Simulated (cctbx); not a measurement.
# Which space group?

Cell: a = 5.1730 Å, b = 9.6660 Å, c = 3.8480 Å, α = 90.00°, β = 90.00°, γ = 90.00°. Expected content of the cell: As2 Ga4 Co10.

The data are simulated with cctbx, not measured: synchrotron X-rays, λ = 0.6889 Å, to d = 0.8 Å, 95 % of the full sphere, strongest reflection 5000 counts, noise from counting, a 1.5 % proportional error and a noise floor of 2 counts (s.d.); no absorption.

A first pass over the reflections prints:

```text
1483 reflections to d = 0.802 A
centring   violations  <I/sigma> of those
    A        468 of   731      8.3
    B        483 of   748      8.2
    C        405 of   735      6.6
    I        503 of   742      8.3
    R        639 of   990      8.1
    F        678 of  1107      7.7
Laue class    unique    Rint  (classes that these axes allow; Friedel mates merged)
P -1              780   0.036
P 1 2/m 1         422   0.043
P 1 1 2/m         455   0.043
P 2/m 1 1         438   0.041
P m m m           266   0.046
space group    extra absences  I>4sigma  <I/sigma>
P 2 2 2                 0          0         -  acentric
P 2 2 21                4          0       0.4  acentric
P 21 2 2                6          0       0.0  acentric
P 2 21 2               11          0       0.0  acentric
P 21 21 2              17          0       0.0  acentric
P 2 21 21              15          0       0.1  acentric
P 21 2 21              10          0       0.2  acentric
P 21 21 21             21          0       0.1  acentric
P m m 2                 0          0         -  acentric
P 2 m m                 0          0         -  acentric
P m 2 m                 0          0         -  acentric
P 21 a m               48          0       0.1  acentric
P b 21 m               79          0       0.1  acentric
P m a 2                48          0       0.1  acentric
P b m 2                79          0       0.1  acentric
P b a 2               127          0       0.1  acentric
P m m m                 0          0         -  centric
P b m m                79          0       0.1  centric
P m a m                48          0       0.1  centric
P b a m               127          0       0.1  centric
Wilson B = 0.82 A^2   <|E^2-1|> = 0.915 (0.968 centric, 0.736 acentric)   E^2>4: 4.6 %
shell (A)         n   <I/sigma>
 9.67 - 1.60     44     17.4
 1.60 - 1.27     32     18.5
 1.27 - 1.11     37     25.0
 1.11 - 1.01     29     16.1
 1.01 - 0.94     32     17.4
 0.94 - 0.88     30     16.9
 0.88 - 0.84     32     15.9
 0.84 - 0.80     30     11.1
```

**Question.** What are the lattice type, the Laue class and the likely space group?

Every centring test has many violations, so the lattice is primitive.

Rint stays low (0.036 to 0.046) up to P m m m, the highest class in these axes.

20 settings pass the absence test. The most absences obeyed, 127, belong to P b a 2 and P b a m, which absences can't tell apart.

⟨|E²−1|⟩ = 0.915 leans to a centrosymmetric structure. The Wilson B of 0.82 Å² means U ≈ 0.0104 Å².

The true group is Pbam (no. 55), Laue class mmm, centrosymmetric. The tables only narrow the choice to the tied entries; cell content, site symmetry and trial solutions must settle it.

The model is made up (kin elements in a known structure type, no relaxation), so it says nothing on whether the phase exists.

[Logs are printed without paths, hosts, clocks, repeated set-up lines and the standing remarks that a program may print on its own settings, such as how far it seeks lower states.]
